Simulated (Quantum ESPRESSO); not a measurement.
# LiH (Fm-3m): phonons against volume, part 5 of 8

Wanted: mode Grüneisen parameters of LiH and a free-energy fit over volumes.

Experimental results on record:
- heat capacity C_P per formula unit 28.1 J/mol/K and bulk modulus 33.7 GPa near room temperature (given in “High-Throughput Prediction of Finite-Temperature Properties using the Quasi-Harmonic Approximation”, 2016, arXiv:1603.06924)

Quantum ESPRESSO 7.5; DFT LDA, scalar-relativistic, plane waves, GBRV ultrasoft pseudopotentials.

So far. Step 4 (Self-consistent run): On a basis chosen for the relaxed cell the pressure is -0.0030 GPa, small enough for phonons. Step 5 (Born charges and dielectric tensor): The Born charges sum to zero within 0.0081 e; the rest is removed before use. Acoustic frequencies in this log differ from zero by the error of the sum rule, which ph.x does not impose.

The database entry behind the starting cell differs from later determinations by our own check (the deuteride, about 0.2 % short), so it need not match the best structure at ambient conditions.

## Step 6: Forces on a displaced cell

One atom (for the harmonic constants) or a pair of atoms (for the cubic ones) is moved by a few hundredths of an ångström; the forces on all atoms give a column of force constants. The threshold is tight because the forces are small.

System of this step: LiH. Symmetry: Imm2, No. 44, orthorhombic system. The conventional cell has a = 5.530 Å, b = 7.820 Å, c = 5.530 Å, α = 90.00°, β = 90.00°, γ = 90.00°. Nearest to Li lie 6 H at 1.96 Å. Li has 6 H at 1.96 to 1.97 Å nearest. Nearest to Li lie 6 H at 1.94 to 1.96 Å. H has 6 Li at 1.94 to 1.97 Å nearest. H has 6 Li at 1.96 Å nearest. Farther neighbours are not listed.

disp-00002.in reads:

```
 &control
    calculation='scf',
    prefix='x',
    outdir='./tmp',
    pseudo_dir='./pseudo',
    tprnfor=.true.,
    disk_io='none',
 /
 &system
    ibrav=0,
    nat=16,
    ntyp=2,
    ecutwfc=45.0,
    ecutrho=270.0,
    occupations='fixed',
    nbnd=18,
 /
 &electrons
    conv_thr=1.0d-11,
    mixing_beta=0.7,
    electron_maxstep=100,
 /
ATOMIC_SPECIES
 Li      6.9400  Li.upf
 H       1.0080  H.upf
CELL_PARAMETERS angstrom
     0.000000000    3.910200158    3.910200158
     3.910200158    0.000000000    3.910200158
     3.910200158    3.910200158    0.000000000
ATOMIC_POSITIONS crystal
 Li     0.000000000   0.000000000   0.000000000
 Li     0.500000000   0.000000000   0.000000000
 Li     0.000000000   0.500000000   0.000000000
 Li     0.500000000   0.500000000   0.000000000
 Li     0.000000000   0.000000000   0.500000000
 Li     0.500000000   0.000000000   0.500000000
 Li     0.000000000   0.500000000   0.500000000
 Li     0.500000000   0.500000000   0.500000000
 H      0.253616729   0.250000000   0.250000000
 H      0.750000000   0.250000000   0.250000000
 H      0.250000000   0.750000000   0.250000000
 H      0.750000000   0.750000000   0.250000000
 H      0.250000000   0.250000000   0.750000000
 H      0.750000000   0.250000000   0.750000000
 H      0.250000000   0.750000000   0.750000000
 H      0.750000000   0.750000000   0.750000000
K_POINTS automatic
 4 4 4 0 0 0
```

On the command line:

```
OMP_NUM_THREADS=1 mpirun -n 4 pw.x -nk 4 -in disp-00002.in > disp-00002.out
```

What it wrote:

```text
[banner, memory and clock lines left out]
Program PWSCF v.7.5

     Message from routine setup:
     using ibrav=0 with symmetry is DISCOURAGED, use correct ibrav instead

     G-vector sticks info

     bravais-lattice index     =            0
     lattice parameter (alat)  =      10.4499  a.u.
     unit-cell volume          =     806.9071 (a.u.)^3
     number of atoms/cell      =           16
     number of atomic types    =            2
     number of electrons       =        32.00
     number of Kohn-Sham states=           18
     kinetic-energy cutoff     =      45.0000  Ry
     charge density cutoff     =     270.0000  Ry
     scf convergence threshold =      1.0E-11
     mixing beta               =       0.7000
     number of iterations used =            8  plain     mixing
     Exchange-correlation=  SLA  PZ   NOGX NOGC
                           (   1   1   0   0   0   0   0)

     celldm(1)=  10.449917  celldm(2)=   0.000000  celldm(3)=   0.000000
     celldm(4)=   0.000000  celldm(5)=   0.000000  celldm(6)=   0.000000

     crystal axes: (cart. coord. in units of alat)
               a(1) = (   0.000000   0.707107   0.707107 )
               a(2) = (   0.707107   0.000000   0.707107 )
               a(3) = (   0.707107   0.707107   0.000000 )

     reciprocal axes: (cart. coord. in units 2 pi/alat)
               b(1) = ( -0.707107  0.707107  0.707107 )
               b(2) = (  0.707107 -0.707107  0.707107 )
               b(3) = (  0.707107  0.707107 -0.707107 )

     PseudoPot. # 1 for Li read from file:
     ./pseudo/Li.upf
     Pseudo is Ultrasoft, Zval =  3.0
     Using radial grid of  751 points,  5 beta functions with:
                l(1) =   0
                l(2) =   0
                l(3) =   0
                l(4) =   1
                l(5) =   1
     Q(r) pseudized with 10 coefficients,  rinner =    1.150   1.150   1.150

     PseudoPot. # 2 for H  read from file:
     ./pseudo/H.upf
     Pseudo is Ultrasoft, Zval =  1.0
     Using radial grid of  615 points,  2 beta functions with:
                l(1) =   0
                l(2) =   0
     Q(r) pseudized with  8 coefficients,  rinner =    0.700

     atomic species   valence    mass     pseudopotential
     Li                3.00     6.94000     Li( 1.00)
     H                 1.00     1.00800     H ( 1.00)

      4 Sym. Ops. (no inversion) found ( 2 have fractional translation)

   Cartesian axes

     site n.     atom                  positions (alat units)
         1        Li     tau(   1) = (   0.0000000   0.0000000   0.0000000  )
         2        Li     tau(   2) = (   0.0000000   0.3535534   0.3535534  )
         3        Li     tau(   3) = (   0.3535534   0.0000000   0.3535534  )
         4        Li     tau(   4) = (   0.3535534   0.3535534   0.7071068  )
         5        Li     tau(   5) = (   0.3535534   0.3535534   0.0000000  )
         6        Li     tau(   6) = (   0.3535534   0.7071068   0.3535534  )
         7        Li     tau(   7) = (   0.7071068   0.3535534   0.3535534  )
         8        Li     tau(   8) = (   0.7071068   0.7071068   0.7071068  )
         9        H      tau(   9) = (   0.3535534   0.3561108   0.3561108  )
        10        H      tau(  10) = (   0.3535534   0.7071068   0.7071068  )
        11        H      tau(  11) = (   0.7071068   0.3535534   0.7071068  )
        12        H      tau(  12) = (   0.7071068   0.7071068   1.0606602  )
        13        H      tau(  13) = (   0.7071068   0.7071068   0.3535534  )
        14        H      tau(  14) = (   0.7071068   1.0606602   0.7071068  )
        15        H      tau(  15) = (   1.0606602   0.7071068   0.7071068  )
        16        H      tau(  16) = (   1.0606602   1.0606602   1.0606602  )

     number of k points=    18
                       cart. coord. in units 2pi/alat
        k(    1) = (   0.0000000   0.0000000   0.0000000), wk =   0.0312500
        k(    2) = (   0.1767767   0.1767767  -0.1767767), wk =   0.1250000
        k(    3) = (  -0.3535534  -0.3535534   0.3535534), wk =   0.0625000
        k(    4) = (   0.3535534   0.0000000   0.0000000), wk =   0.0625000
        k(    5) = (  -0.1767767  -0.5303301   0.5303301), wk =   0.1250000
        k(    6) = (   0.0000000  -0.3535534   0.3535534), wk =   0.0625000
        k(    7) = (  -0.7071068   0.0000000   0.0000000), wk =   0.0312500
        k(    8) = (  -0.7071068   0.3535534   0.0000000), wk =   0.1250000
        k(    9) = (   0.1767767   0.1767767   0.1767767), wk =   0.1250000
        k(   10) = (  -0.3535534  -0.3535534  -0.3535534), wk =   0.0625000
        k(   11) = (   0.0000000   0.3535534   0.0000000), wk =   0.1250000
        k(   12) = (  -0.5303301  -0.1767767  -0.5303301), wk =   0.2500000
        k(   13) = (   0.5303301   0.1767767  -0.5303301), wk =   0.2500000
        k(   14) = (   0.1767767   0.5303301   0.5303301), wk =   0.1250000
        k(   15) = (  -0.3535534   0.0000000  -0.3535534), wk =   0.2500000
        k(   16) = (   0.0000000   0.3535534   0.3535534), wk =   0.0625000
        k(   17) = (   0.0000000  -0.7071068   0.0000000), wk =   0.0625000
        k(   18) = (   0.3535534  -0.7071068  -0.0000000), wk =   0.0625000

     Dense  grid:    60495 G-vectors     FFT dimensions: (  60,  60,  60)

     Smooth grid:    32935 G-vectors     FFT dimensions: (  48,  48,  48)

     Initial potential from superposition of free atoms

     starting charge      28.3939, renormalised to      32.0000
     Starting wfcs are   48 randomized atomic wfcs

     per-process dynamical memory:    53.0 Mb

     Self-consistent Calculation

     iteration #  1     ecut=    45.00 Ry     beta= 0.70
     Davidson diagonalization with overlap
     ethr =  1.00E-02,  avg # of iterations =  2.0

     total energy              =    -123.94888924 Ry
     estimated scf accuracy    <       1.21892683 Ry

     iteration #  2     ecut=    45.00 Ry     beta= 0.70
     Davidson diagonalization with overlap
     ethr =  3.81E-03,  avg # of iterations =  2.0

     total energy              =    -124.08819742 Ry
     estimated scf accuracy    <       0.02791904 Ry

     iteration #  3     ecut=    45.00 Ry     beta= 0.70
     Davidson diagonalization with overlap
     ethr =  8.72E-05,  avg # of iterations =  3.3

     total energy              =    -124.10761050 Ry
     estimated scf accuracy    <       0.00107776 Ry

     iteration #  4     ecut=    45.00 Ry     beta= 0.70
     Davidson diagonalization with overlap
     ethr =  3.37E-06,  avg # of iterations =  4.4

     total energy              =    -124.10818074 Ry
     estimated scf accuracy    <       0.00008918 Ry

     iteration #  5     ecut=    45.00 Ry     beta= 0.70
     Davidson diagonalization with overlap
     ethr =  2.79E-07,  avg # of iterations =  3.5

     total energy              =    -124.10820613 Ry
     estimated scf accuracy    <       0.00000466 Ry

     iteration #  6     ecut=    45.00 Ry     beta= 0.70
     Davidson diagonalization with overlap
     ethr =  1.46E-08,  avg # of iterations =  3.6

     total energy              =    -124.10820789 Ry
     estimated scf accuracy    <       0.00000006 Ry

     iteration #  7     ecut=    45.00 Ry     beta= 0.70
     Davidson diagonalization with overlap
     ethr =  1.81E-10,  avg # of iterations =  5.2

     total energy              =    -124.10820799 Ry
     estimated scf accuracy    <          2.7E-09 Ry

     iteration #  8     ecut=    45.00 Ry     beta= 0.70
     Davidson diagonalization with overlap
     ethr =  8.33E-12,  avg # of iterations =  4.3

     total energy              =    -124.10820799 Ry
     estimated scf accuracy    <          2.3E-10 Ry

     iteration #  9     ecut=    45.00 Ry     beta= 0.70
     Davidson diagonalization with overlap
     ethr =  7.27E-13,  avg # of iterations =  3.1

     total energy              =    -124.10820799 Ry
     estimated scf accuracy    <          1.0E-10 Ry

     iteration # 10     ecut=    45.00 Ry     beta= 0.70
     Davidson diagonalization with overlap
     ethr =  3.24E-13,  avg # of iterations =  2.0

     End of self-consistent calculation

          k = 0.0000 0.0000 0.0000 (  4111 PWs)   bands (ev):

   -42.3599 -42.2930 -42.2911 -42.2901 -42.2900 -42.2693 -42.2676 -42.2662
    -4.8150  -1.9680  -1.9679  -1.9679  -1.9677   1.0234   1.0235   1.0236
     3.5620   3.5620

          k = 0.1768 0.1768-0.1768 (  4107 PWs)   bands (ev):

   -42.3498 -42.3015 -42.2888 -42.2886 -42.2870 -42.2723 -42.2701 -42.2691
    -4.5383  -2.6263  -1.7164  -1.7125  -1.7085   0.1316   0.1408   0.1501
     4.8588   4.8735

          k =-0.3536-0.3536 0.3536 (  4140 PWs)   bands (ev):

   -42.3256 -42.3255 -42.2852 -42.2852 -42.2797 -42.2797 -42.2733 -42.2733
    -3.7415  -3.7414  -0.9919  -0.9776  -0.9773  -0.9773  -0.9771  -0.9624
     6.2624   6.2884

          k = 0.3536 0.0000 0.0000 (  4088 PWs)   bands (ev):

   -42.3466 -42.2933 -42.2930 -42.2904 -42.2903 -42.2789 -42.2690 -42.2660
    -4.4382  -1.9836  -1.9754  -1.9754  -1.9672  -1.1733   0.8684   0.8686
     4.1648   4.1650

          k =-0.1768-0.5303 0.5303 (  4111 PWs)   bands (ev):

   -42.3273 -42.3109 -42.2976 -42.2875 -42.2833 -42.2815 -42.2719 -42.2676
    -3.7872  -3.1141  -2.2024  -1.7341  -1.7191  -0.8214   0.0866   0.0928
     5.5555   5.5710

          k = 0.0000-0.3536 0.3536 (  4121 PWs)   bands (ev):

   -42.3350 -42.3048 -42.3019 -42.2819 -42.2800 -42.2794 -42.2770 -42.2674
    -4.0768  -2.6997  -2.6996  -0.9970  -0.9814  -0.9693  -0.9650   0.3913
     4.7677   5.9067

          k =-0.7071 0.0000 0.0000 (  4088 PWs)   bands (ev):

   -42.3165 -42.3138 -42.2935 -42.2907 -42.2907 -42.2878 -42.2687 -42.2658
    -3.2539  -3.2539  -1.9944  -1.9831  -1.9831  -1.9717   0.7224   0.7227
     5.9638   5.9643

          k =-0.7071 0.3536 0.0000 (  4128 PWs)   bands (ev):

   -42.3133 -42.3080 -42.3069 -42.3015 -42.2804 -42.2750 -42.2739 -42.2685
    -2.9515  -2.9437  -2.9437  -2.9359  -0.4386  -0.4277  -0.4277  -0.4165
     6.5639   6.5675

          k = 0.1768 0.1768 0.1768 (  4107 PWs)   bands (ev):

[...]
4.8650   4.8734

          k =-0.3536-0.3536-0.3536 (  4140 PWs)   bands (ev):

[...]
6.2766   6.2889

          k = 0.0000 0.3536 0.0000 (  4088 PWs)   bands (ev):

[...]
4.1649   4.1650

          k =-0.5303-0.1768-0.5303 (  4111 PWs)   bands (ev):

[...]
5.5596   5.5673

          k = 0.5303 0.1768-0.5303 (  4111 PWs)   bands (ev):

[...]
5.5594   5.5671

          k = 0.1768 0.5303 0.5303 (  4111 PWs)   bands (ev):

[...]
5.5633   5.5635

          k =-0.3536 0.0000-0.3536 (  4121 PWs)   bands (ev):

   -42.3353 -42.3033 -42.3022 -42.2839 -42.2833 -42.2767 -42.2749 -42.2680
    -4.0768  -2.7042  -2.6950  -0.9928  -0.9845  -0.9693  -0.9663   0.3914
     4.7675   5.9071

          k = 0.0000 0.3536 0.3536 (  4121 PWs)   bands (ev):

   -42.3355 -42.3019 -42.3019 -42.2882 -42.2800 -42.2794 -42.2711 -42.2695
    -4.0768  -2.6996  -2.6995  -0.9937  -0.9872  -0.9693  -0.9628   0.3915
     4.7677   5.9073

          k = 0.0000-0.7071 0.0000 (  4088 PWs)   bands (ev):

   -42.3153 -42.3153 -42.2907 -42.2907 -42.2907 -42.2907 -42.2671 -42.2671
    -3.2594  -3.2485  -1.9910  -1.9832  -1.9831  -1.9750   0.7224   0.7225
     5.9626   5.9646

          k = 0.3536-0.7071-0.0000 (  4128 PWs)   bands (ev):

   -42.3117 -42.3117 -42.3032 -42.3032 -42.2787 -42.2787 -42.2702 -42.2702
    -2.9536  -2.9440  -2.9434  -2.9338  -0.4318  -0.4277  -0.4277  -0.4233
     6.5628   6.5668

     highest occupied, lowest unoccupied level (ev):     1.0236    3.5620

!    total energy              =    -124.10820799 Ry
     estimated scf accuracy    <          4.2E-12 Ry

     The total energy is the sum of the following terms:
     one-electron contribution =     -61.35615280 Ry
     hartree contribution      =      25.59626769 Ry
     xc contribution           =     -31.63121863 Ry
     ewald contribution        =     -56.71710425 Ry

     convergence has been achieved in  10 iterations

     Forces acting on atoms (cartesian axes, Ry/au):

     atom    1 type  1   force =     0.00000186   -0.00001729   -0.00001729
     atom    2 type  1   force =     0.00000214    0.00010832    0.00010832
     atom    3 type  1   force =     0.00000000    0.00015565    0.00010787
     atom    4 type  1   force =    -0.00000000    0.00010849    0.00019157
     atom    5 type  1   force =     0.00000000    0.00010787    0.00015565
     atom    6 type  1   force =     0.00000000    0.00019157    0.00010849
     atom    7 type  1   force =    -0.00000214    0.00010832    0.00010832
     atom    8 type  1   force =    -0.00000186   -0.00001729   -0.00001729
     atom    9 type  2   force =    -0.00000000   -0.00161120   -0.00161120
     atom   10 type  2   force =    -0.00000000    0.00034323    0.00034323
     atom   11 type  2   force =     0.00015704   -0.00000128    0.00018613
     atom   12 type  2   force =    -0.00015704    0.00018613   -0.00000128
     atom   13 type  2   force =     0.00015704    0.00018613   -0.00000128
     atom   14 type  2   force =    -0.00015704   -0.00000128    0.00018613
     atom   15 type  2   force =    -0.00000000    0.00002910    0.00002910
     atom   16 type  2   force =     0.00000000    0.00012353    0.00012353

     Total force =     0.002432     Total SCF correction =     0.000000
     Message from routine punch:
     Nothing written, as per user request (disk_io='none')
```

It took 9.3 s on 4 MPI ranks of Arm Neoverse V2, shared host; 37 s of CPU time.

Numbers from this step:

* gap on the k-mesh: 2.538 eV

At this level the gap is 2.54 eV on the k-mesh of the self-consistent run, which can miss the band edges.

## Step 7: A displaced supercell

One atom (for the harmonic constants) or a pair of atoms (for the cubic ones) is moved by a few hundredths of an ångström; the forces on all atoms give a column of force constants. The threshold is tight because the forces are small.

disp-00001.in, as its differences from disp-00002.in of step 6:

```diff
@@ -30,3 +30,3 @@
 ATOMIC_POSITIONS crystal
- Li     0.000000000   0.000000000   0.000000000
+ Li     0.003616729   0.000000000   0.000000000
  Li     0.500000000   0.000000000   0.000000000
@@ -38,3 +38,3 @@
  Li     0.500000000   0.500000000   0.500000000
- H      0.253616729   0.250000000   0.250000000
+ H      0.250000000   0.250000000   0.250000000
  H      0.750000000   0.250000000   0.250000000
```

On the command line:

```
OMP_NUM_THREADS=1 mpirun -n 4 pw.x -nk 4 -in disp-00001.in > disp-00001.out
```

What it wrote:

```text
[banner, memory and clock lines left out]
Program PWSCF v.7.5

     Message from routine setup:
     using ibrav=0 with symmetry is DISCOURAGED, use correct ibrav instead

     G-vector sticks info

     bravais-lattice index     =            0
     lattice parameter (alat)  =      10.4499  a.u.
     unit-cell volume          =     806.9071 (a.u.)^3
     number of atoms/cell      =           16
     number of atomic types    =            2
     number of electrons       =        32.00
[...]
atom    1 type  1   force =    -0.00000000   -0.00197704   -0.00197704
     atom    2 type  1   force =     0.00000000    0.00073598    0.00073598
     atom    3 type  1   force =     0.00047164   -0.00002395    0.00026407
[...]
atom   15 type  2   force =     0.00000434    0.00010822    0.00010822
     atom   16 type  2   force =     0.00000172   -0.00001742   -0.00001742

     Total force =     0.003236     Total SCF correction =     0.000000
     Message from routine punch:
     Nothing written, as per user request (disk_io='none')
[key lines of the parts left out:]
!    total energy              =    -124.10819873 Ry
convergence has been achieved in  10 iterations
```

Wall time 9.3 s (4 MPI ranks); 37 s of CPU time.

(Part 5 of 8 ends here.)

[Logs are printed without paths, hosts, clocks, repeated set-up lines and the standing remarks that a program may print on its own settings, such as how far it seeks lower states.]

[Hosts, paths, dates, database ids (printed as entryN), source tags and the programs' standing remarks are cut or masked in the printed files.]

[A step with changed settings may run another functional than the one named; its input shows which.]

[Of the runs on displaced cells, only some may be shown.]
